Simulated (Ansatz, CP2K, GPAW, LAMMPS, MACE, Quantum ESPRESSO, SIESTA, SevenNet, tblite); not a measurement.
# Running amorphous Si0.9Ge0.1 (94 atoms) with CP2K, part 2 of 4

Wanted: CP2K inputs and outputs for amorphous Si0.9Ge0.1 (94 atoms), checked against a plane-wave reference.

Program: CP2K 2026.2; the method stands at each step. Banners and routine set-up lines are dropped from the logs; longer cuts are marked.

So far. Step 2 (PBE, DZVP-MOLOPT-SR, 350/50 Ry, diagonalisation): Forces lie 4.3 % from the reference's, at 0.23 times its CPU time (on 2 against 4 cores). Step 3 (PBE, TZV2P-MOLOPT (SR for Ge), 350/50 Ry …): Against the first run (4.3 %), the force difference from the reference is 3.4 %, at 2.6 times the CPU time (on 4 against 2 cores), with 2068 basis functions against 1222: the larger basis brings the forces nearer.

## Step 4: PBE, SZV-MOLOPT-SR, 350/50 Ry, diagonalisation

Method: Kohn-Sham DFT, PBE, GTH-PBE pseudopotentials, Gaussian and plane waves, SZV-MOLOPT-SR-GTH, diagonalisation.

input.inp

```
&GLOBAL
  PROJECT cell
  RUN_TYPE ENERGY_FORCE
  PRINT_LEVEL LOW
&END GLOBAL
&FORCE_EVAL
  METHOD QS
  STRESS_TENSOR ANALYTICAL
  &DFT
    BASIS_SET_FILE_NAME BASIS_MOLOPT
    POTENTIAL_FILE_NAME GTH_POTENTIALS
    &MGRID
      CUTOFF 350
      REL_CUTOFF 50
    &END MGRID
    &QS
      EPS_DEFAULT 1.0E-12
    &END QS
    &SCF
      SCF_GUESS ATOMIC
      EPS_SCF 1.0E-06
      MAX_SCF 200
      ADDED_MOS 42
      &DIAGONALIZATION
        ALGORITHM STANDARD
      &END DIAGONALIZATION
      &SMEAR ON
        METHOD FERMI_DIRAC
        ELECTRONIC_TEMPERATURE [K] 580
      &END SMEAR
      &MIXING
        METHOD BROYDEN_MIXING
        ALPHA 0.15
        NBROYDEN 8
      &END MIXING
      &PRINT
        &RESTART OFF
        &END RESTART
      &END PRINT
    &END SCF
    &XC
      &XC_FUNCTIONAL PBE
      &END XC_FUNCTIONAL
    &END XC
    &PRINT
      &MULLIKEN ON
      &END MULLIKEN
      &LOWDIN ON
      &END LOWDIN
      &MO ON
        EIGENVALUES T
        OCCUPATION_NUMBERS T
        MO_INDEX_RANGE 177 200
        &EACH
          QS_SCF 0
        &END EACH
        ADD_LAST NUMERIC
      &END MO
    &END PRINT
  &END DFT
  &SUBSYS
    &CELL
      A 12.40220 0.00000 0.00000
      B 0.00000 12.40220 0.00000
      C 0.00000 0.00000 12.40220
    &END CELL
    &COORD
      Si 4.42759 6.89203 2.36907
      Si 12.19248 10.92175 10.40941
      Si 7.27587 9.67967 10.81472
      Si 0.09240 9.75061 4.98296
      Si 3.77362 9.71551 4.45140
      Si 2.89914 5.09408 12.01476
      Si 1.51307 9.17118 1.68732
      Si 9.82329 5.74135 6.88496
      Si 2.86850 2.71187 6.62885
      Si 2.54791 7.90938 3.51875
      Si 0.45628 2.09758 2.36187
      Si 3.23908 12.27136 11.03883
      Si 0.86791 0.47240 11.34739
      Si 11.04056 3.88164 11.50664
      Si 2.70331 4.53796 8.42246
      Si 5.10859 9.54721 9.59112
      Si 11.81297 4.38182 4.74979
      Si 6.92130 8.93901 7.32437
      Si 0.48505 0.15155 1.14088
      Si 4.96534 2.32157 8.12357
[... 70 atom lines left out ...]
      Ge 4.32800 2.01809 10.40470
      Ge 11.02977 3.44198 1.58823
      Ge 10.35522 9.36614 5.87133
      Ge 7.13040 9.25613 0.69589
    &END COORD
    &KIND Si
      BASIS_SET SZV-MOLOPT-SR-GTH-q4
      POTENTIAL GTH-PBE-q4
    &END KIND
    &KIND Ge
      BASIS_SET SZV-MOLOPT-SR-GTH-q4
      POTENTIAL GTH-PBE-q4
    &END KIND
  &END SUBSYS
  &PRINT
    &FORCES ON
    &END FORCES
    &STRESS_TENSOR ON
    &END STRESS_TENSOR
  &END PRINT
&END FORCE_EVAL
```

Run with:

```bash
$ OMP_NUM_THREADS=1 cp2k.psmp -i input.inp > output.txt
```

The program printed:

```text
CP2K| version string:                                       CP2K version 2026.2
 CP2K| Input file name                                                 input.inp
 GLOBAL| Basis set file name                                        BASIS_MOLOPT
 GLOBAL| Potential file name                                      GTH_POTENTIALS
 GLOBAL| Run type                                                   ENERGY_FORCE
 GLOBAL| Total number of message passing processes                             1
 GLOBAL| Number of threads for this process                                    1
 TOTAL NUMBERS AND MAXIMUM NUMBERS
  Total number of            - Atomic kinds:                                   2
                             - Atoms:                                         94
[... lines left out ...]
                        Smear method:                                FERMI_DIRAC
[... lines left out ...]
 Number of electrons:                                                        376
[... lines left out ...]
  Step     Update method      Time    Convergence         Total energy    Change
[... lines left out ...]
  *** SCF run converged in    22 steps ***
[... lines left out ...]
  Fermi energy:                                                 0.234187
  Total energy:                                              -365.821062
  Total energy (extrapolated to T->0):                       -365.816888
[... lines left out ...]
 MO| E(Fermi):            0.234187 a.u.          6.372564 eV
[... lines left out ...]
       1     Si       1          3.989781                              0.010219
       2     Si       1          3.986641                              0.013359
       3     Si       1          4.050412                             -0.050412
[...]
# Total charge                            376.000000                  0.000000
 !-----------------------------------------------------------------------------!
 LOWDIN POPULATION ANALYSIS
 #  Atom  Element  Kind  Atomic population                           Net charge
[...]
93     Ge       2          3.728791                              0.271209
      94     Ge       2          3.753970                              0.246030
 # Total charge                            376.000000                  0.000000
 ENERGY| Total FORCE_EVAL ( QS ) energy [hartree]           -365.821063
 FORCES| Atomic forces [hartree/bohr]
 FORCES|   Atom     x               y               z               |f|
 FORCES|      1  2.00557019E-04 -1.98283482E-02  1.12800942E-02   2.28132449E-02
 FORCES|      2  1.02406864E-03  1.07776189E-02 -3.56699281E-04   1.08320368E-02
 FORCES|      3 -1.41239163E-02  2.04135661E-02 -4.53686026E-02   5.17156532E-02
[...]
FORCES|     93 -1.56819495E-02 -1.17427057E-02 -4.89921663E-03   2.01944795E-02
 FORCES|     94  2.96003151E-02  5.62418736E-03  2.22003318E-02   3.74254575E-02
 FORCES| Sum    -1.60671931E-06 -1.93311169E-06 -1.54182984E-06
 FORCES| Total atomic force                                       2.94884842E-06
 STRESS| Analytical stress tensor [bar]
 STRESS|                        x                   y                   z
 STRESS|      x        1.00371667854E+05   1.09681515651E+04  -1.23657837998E+04
 STRESS|      y        1.09681515651E+04   7.49370515737E+04   2.65479757929E+04
 STRESS|      z       -1.23657837998E+04   2.65479757929E+04   7.52769965058E+04
 STRESS| 1/3 Trace                                             8.35285719779E+04
```

Run time: 2.2 min. Hardware: 1 thread of Arm Neoverse V2, shared host; peak memory 2.1 GiB.

Numbers from this run, and their distance from the reference:

| Item | Value |
| --- | --- |
| r.m.s. force component | 1.071 eV/Å |
| r.m.s. difference of force components | 447 meV/Å |
| longest difference of force vectors | 1871 meV/Å |
| force difference over r.m.s. force | 59.35 % |
| slope of forces against the reference's | 1.335 |
| correlation of force components | 0.9387 |
| pressure | 8.353 GPa |
| pressure difference | 6.611 GPa |

This is a coarse setting, run to see what it loses.

Against the first run (4.3 %), the force difference from the reference is 59 %, at 0.58 times the CPU time (on 1 against 2 cores), with 376 basis functions against 1222: the smaller basis costs accuracy.

## Step 5: PBEsol, PBE potentials, DZVP-MOLOPT-SR, 350/50 Ry, diagonalisation

Method: Kohn-Sham DFT, PBEsol, GTH-PBE pseudopotentials, Gaussian and plane waves, DZVP-MOLOPT-SR-GTH, diagonalisation.

input.inp, as its differences from that of step 4:

```diff
@@ -41,3 +41,6 @@
     &XC
-      &XC_FUNCTIONAL PBE
+      &XC_FUNCTIONAL
+        &PBE
+          PARAMETRIZATION PBESOL
+        &END PBE
       &END XC_FUNCTIONAL
@@ -67,2 +70,3 @@
     &COORD
+      SCALED
 [... 94 atom lines left out: the same atoms as in the first run ...]
@@ -70,3 +74,3 @@
     &KIND Si
-      BASIS_SET SZV-MOLOPT-SR-GTH-q4
+      BASIS_SET DZVP-MOLOPT-SR-GTH-q4
       POTENTIAL GTH-PBE-q4
@@ -74,3 +78,3 @@
     &KIND Ge
-      BASIS_SET SZV-MOLOPT-SR-GTH-q4
+      BASIS_SET DZVP-MOLOPT-SR-GTH-q4
       POTENTIAL GTH-PBE-q4
```

Run with:

```bash
$ OMP_NUM_THREADS=2 cp2k.psmp -i input.inp > output.txt
```

The program printed:

```text
CP2K| version string:                                       CP2K version 2026.2
 CP2K| Input file name                                                 input.inp
 GLOBAL| Basis set file name                                        BASIS_MOLOPT
 GLOBAL| Potential file name                                      GTH_POTENTIALS
 GLOBAL| Run type                                                   ENERGY_FORCE
 GLOBAL| Total number of message passing processes                             1
 GLOBAL| Number of threads for this process                                    2
 TOTAL NUMBERS AND MAXIMUM NUMBERS
  Total number of            - Atomic kinds:                                   2
                             - Atoms:                                         94
[... lines left out ...]
                        Smear method:                                FERMI_DIRAC
[... lines left out ...]
 Number of electrons:                                                        376
[... lines left out ...]
  Step     Update method      Time    Convergence         Total energy    Change
[... lines left out ...]
  *** SCF run converged in    18 steps ***
[... lines left out ...]
  Fermi energy:                                                 0.192089
  Total energy:                                              -368.172162
  Total energy (extrapolated to T->0):                       -368.167691
[... lines left out ...]
 MO| E(Fermi):            0.192089 a.u.          5.227001 eV
[... lines left out ...]
       1     Si       1          3.971041                              0.028959
       2     Si       1          3.951120                              0.048880
       3     Si       1          4.076040                             -0.076040
[...]
# Total charge                            376.000000                  0.000000
 !-----------------------------------------------------------------------------!
 LOWDIN POPULATION ANALYSIS
 #  Atom  Element  Kind  Atomic population                           Net charge
[...]
93     Ge       2          3.484185                              0.515815
      94     Ge       2          3.490135                              0.509865
 # Total charge                            376.000000                  0.000000
 ENERGY| Total FORCE_EVAL ( QS ) energy [hartree]           -368.172208
 FORCES| Atomic forces [hartree/bohr]
 FORCES|   Atom     x               y               z               |f|
 FORCES|      1 -3.87485343E-03 -1.66382807E-02  4.34648944E-03   1.76277861E-02
 FORCES|      2  3.41293216E-04  4.67000868E-03  6.15786974E-03   7.73594350E-03
 FORCES|      3 -6.68832759E-03  1.22179651E-02 -3.77910534E-02   4.02762475E-02
[...]
FORCES|     93 -1.06058824E-02 -5.68115686E-03 -4.95425800E-03   1.30117239E-02
 FORCES|     94  3.68519000E-02  8.96166753E-03  1.59475420E-02   4.11424126E-02
 FORCES| Sum    -4.14306059E-07  2.38006339E-07  5.81515471E-08
 FORCES| Total atomic force                                       4.81329544E-07
 STRESS| Analytical stress tensor [bar]
 STRESS|                        x                   y                   z
 STRESS|      x        2.13383212746E+04   8.65898920806E+03  -6.34658846013E+03
 STRESS|      y        8.65898920806E+03   4.58001732505E+03   1.64490070416E+04
 STRESS|      z       -6.34658846013E+03   1.64490070416E+04   6.78771180131E+03
 STRESS| 1/3 Trace                                             1.09020168003E+04
```

It took 1.9 min on 2 threads; peak memory 2.2 GiB.

Against the reference:

- r.m.s. force component: 0.7628 eV/Å
- r.m.s. difference of force components: 38.97 meV/Å
- longest difference of force vectors: 146.9 meV/Å
- force difference over r.m.s. force: 5.175 %
- slope of forces against the reference's: 1.012
- correlation of force components: 0.9988
- pressure: 1.09 GPa
- pressure difference: -0.6518 GPa

Against the first run (4.3 %), the force difference from the reference is 5.2 %, at 0.96 times the CPU time; the model has changed, so this is no error of the program alone.

## Step 6: PBE, DZVP-MOLOPT-SR, 244/50 Ry, diagonalisation

Method: Kohn-Sham DFT, PBE, GTH-PBE pseudopotentials, Gaussian and plane waves, DZVP-MOLOPT-SR-GTH, diagonalisation.

input.inp, as its differences from that of step 5:

```diff
@@ -12,3 +12,3 @@
     &MGRID
-      CUTOFF 350
+      CUTOFF 244
       REL_CUTOFF 50
@@ -41,6 +41,3 @@
     &XC
-      &XC_FUNCTIONAL
-        &PBE
-          PARAMETRIZATION PBESOL
-        &END PBE
+      &XC_FUNCTIONAL PBE
       &END XC_FUNCTIONAL
```

The program printed:

```text
CP2K| version string:                                       CP2K version 2026.2
 CP2K| Input file name                                                 input.inp
 GLOBAL| Basis set file name                                        BASIS_MOLOPT
 GLOBAL| Potential file name                                      GTH_POTENTIALS
[... lines left out ...]
 Number of electrons:                                                        376
[... lines left out ...]
  Step     Update method      Time    Convergence         Total energy    Change
[... lines left out ...]
  *** SCF run converged in    19 steps ***
[... lines left out ...]
  Fermi energy:                                                 0.192273
  Total energy:                                              -368.887437
  Total energy (extrapolated to T->0):                       -368.883032
[... lines left out ...]
 MO| E(Fermi):            0.192273 a.u.          5.232010 eV
[... lines left out ...]
 ENERGY| Total FORCE_EVAL ( QS ) energy [hartree]           -368.887444
[... lines left out ...]
 FORCES|      1 -3.57019998E-03 -1.61255083E-02  5.33810357E-03   1.73572376E-02
 FORCES|      2  4.65877372E-04  4.53256287E-03  5.09486121E-03   6.83511365E-03
 FORCES|      3 -6.23332101E-03  1.35028324E-02 -3.88954141E-02   4.16417340E-02
[...]
FORCES|     93 -1.03507603E-02 -6.36305411E-03 -4.84049989E-03   1.30788813E-02
 FORCES|     94  3.52607751E-02  8.13560125E-03  1.59656103E-02   3.95526356E-02
 FORCES| Sum    -1.17955066E-07  1.87384709E-06 -1.10865045E-06
 FORCES| Total atomic force                                       2.18044081E-06
 STRESS| Analytical stress tensor [bar]
 STRESS|                        x                   y                   z
 STRESS|      x        2.88689922031E+04   8.47101342964E+03  -6.82741062964E+03
 STRESS|      y        8.47101342964E+03   1.15882264309E+04   1.67222910980E+04
 STRESS|      z       -6.82741062964E+03   1.67222910980E+04   1.31191315174E+04
 STRESS| 1/3 Trace                                             1.78587833838E+04
```

Elapsed: 1.9 min, on 2 threads; peak memory 1.4 GiB; 3.4 min of CPU time.

Against the reference:

| Quantity | Value |
| --- | --- |
| r.m.s. force component | 0.7636 eV/Å |
| r.m.s. difference of force components | 32.35 meV/Å |
| longest difference of force vectors | 125.9 meV/Å |
| force difference over r.m.s. force | 4.295 % |
| slope of forces against the reference's | 1.013 |
| correlation of force components | 0.9992 |
| pressure | 1.786 GPa |
| pressure difference | 0.0439 GPa |
| energy less the same-level run's | -0.0001 meV/atom |
| r.m.s. force difference from the same-level run | 0.007 meV/Å |

Against the first run (4.3 %), the force difference from the reference is 4.3 %, at 0.93 times the CPU time: the change moves forces by under 0.01 meV/Å r.m.s., so most of the difference comes from elsewhere.

## Step 7: PBE+D3, DZVP-MOLOPT-SR, 350/50 Ry, diagonalisation

Method: Kohn-Sham DFT, PBE+D3, GTH-PBE pseudopotentials, Gaussian and plane waves, DZVP-MOLOPT-SR-GTH, diagonalisation.

input.inp, as its differences from that of step 6:

```diff
@@ -12,3 +12,3 @@
     &MGRID
-      CUTOFF 244
+      CUTOFF 350
       REL_CUTOFF 50
@@ -43,2 +43,10 @@
       &END XC_FUNCTIONAL
+      &VDW_POTENTIAL
+        POTENTIAL_TYPE PAIR_POTENTIAL
+        &PAIR_POTENTIAL
+          TYPE DFTD3
+          PARAMETER_FILE_NAME dftd3.dat
+          REFERENCE_FUNCTIONAL PBE
+        &END PAIR_POTENTIAL
+      &END VDW_POTENTIAL
     &END XC
@@ -67,3 +75,2 @@
     &COORD
-      SCALED
 [... 94 atom lines left out: the same atoms as in the first run ...]
```

The program printed:

```text
CP2K| version string:                                       CP2K version 2026.2
 CP2K| Input file name                                                 input.inp
 GLOBAL| Basis set file name                                        BASIS_MOLOPT
 GLOBAL| Potential file name                                      GTH_POTENTIALS
 GLOBAL| Run type                                                   ENERGY_FORCE
 GLOBAL| Total number of message passing processes                             1
 GLOBAL| Number of threads for this process                                    2
 TOTAL NUMBERS AND MAXIMUM NUMBERS
  Total number of            - Atomic kinds:                                   2
                             - Atoms:                                         94
[... lines left out ...]
                        Smear method:                                FERMI_DIRAC
[... lines left out ...]
 Number of electrons:                                                        376
[... lines left out ...]
  Step     Update method      Time    Convergence         Total energy    Change
[... lines left out ...]
  *** SCF run converged in    19 steps ***
[... lines left out ...]
  Fermi energy:                                                 0.192273
  Total energy:                                              -369.385434
  Total energy (extrapolated to T->0):                       -369.381029
[... lines left out ...]
 MO| E(Fermi):            0.192273 a.u.          5.232009 eV
[... lines left out ...]
       1     Si       1          3.973788                              0.026212
       2     Si       1          3.952154                              0.047846
       3     Si       1          4.081896                             -0.081896
[...]
# Total charge                            376.000000                  0.000000
 !-----------------------------------------------------------------------------!
 LOWDIN POPULATION ANALYSIS
 #  Atom  Element  Kind  Atomic population                           Net charge
[...]
93     Ge       2          3.484346                              0.515654
      94     Ge       2          3.490079                              0.509921
 # Total charge                            376.000000                  0.000000
 ENERGY| Total FORCE_EVAL ( QS ) energy [hartree]           -369.385441
 FORCES| Atomic forces [hartree/bohr]
 FORCES|   Atom     x               y               z               |f|
 FORCES|      1 -3.66914463E-03 -1.46122753E-02  6.04551842E-03   1.62335918E-02
 FORCES|      2  4.28810817E-04  4.44149314E-03  4.94460991E-03   6.66032335E-03
 FORCES|      3 -6.30875551E-03  1.36905849E-02 -3.88611400E-02   4.16823789E-02
[...]
FORCES|     93 -9.91536546E-03 -6.29893872E-03 -5.20779927E-03   1.28496021E-02
 FORCES|     94  3.52413614E-02  7.95470539E-03  1.57911425E-02   3.94283030E-02
 FORCES| Sum    -1.76304761E-07  2.15325903E-07 -1.07161286E-07
 FORCES| Total atomic force                                       2.98214947E-07
 STRESS| Analytical stress tensor [bar]
 STRESS|                        x                   y                   z
 STRESS|      x        2.10703021304E+04   8.40867188572E+03  -6.93968991050E+03
 STRESS|      y        8.40867188572E+03   3.88346302945E+03   1.65909338262E+04
 STRESS|      z       -6.93968991050E+03   1.65909338262E+04   5.34663097747E+03
 STRESS| 1/3 Trace                                             1.01001320458E+04
```

Wall time 2 min (2 threads); peak memory 2.3 GiB; 3.7 min of CPU time.

Against the reference:

```yaml
r_m_s_force_component: 0.7588 eV/Å
r_m_s_difference_of_force_components: 34.59 meV/Å
longest_difference_of_force_vectors: 132.2 meV/Å
force_difference_over_r_m_s_force: 4.593 %
slope_of_forces_against_the_reference_s: 1.006
correlation_of_force_components: 0.999
pressure: 1.01 GPa
pressure_difference: -0.732 GPa
```

Against the first run (4.3 %), the force difference from the reference is 4.6 %, at 0.99 times the CPU time; the model has changed, so this is no error of the program alone.

[end of part 2 of 4]

[Long decimals in the printed logs are rounded to 6 places.]

[Also dropped from logs without a mark: lines with file paths, logging warnings of Python, QE's lines on negative density and diagonalisation, SIESTA's first energy breakdown, zero terms and Voronoi charges.]

[Logs are printed without paths, hosts, clocks, repeated set-up lines and the standing remarks that a program may print on its own settings, such as how far it seeks lower states.]

[Hosts, paths, dates, database ids (printed as entryN), source tags and the programs' standing remarks are cut or masked in the printed files.]

[Most failed runs of this program on this cell are left out, timed-out ones always.]
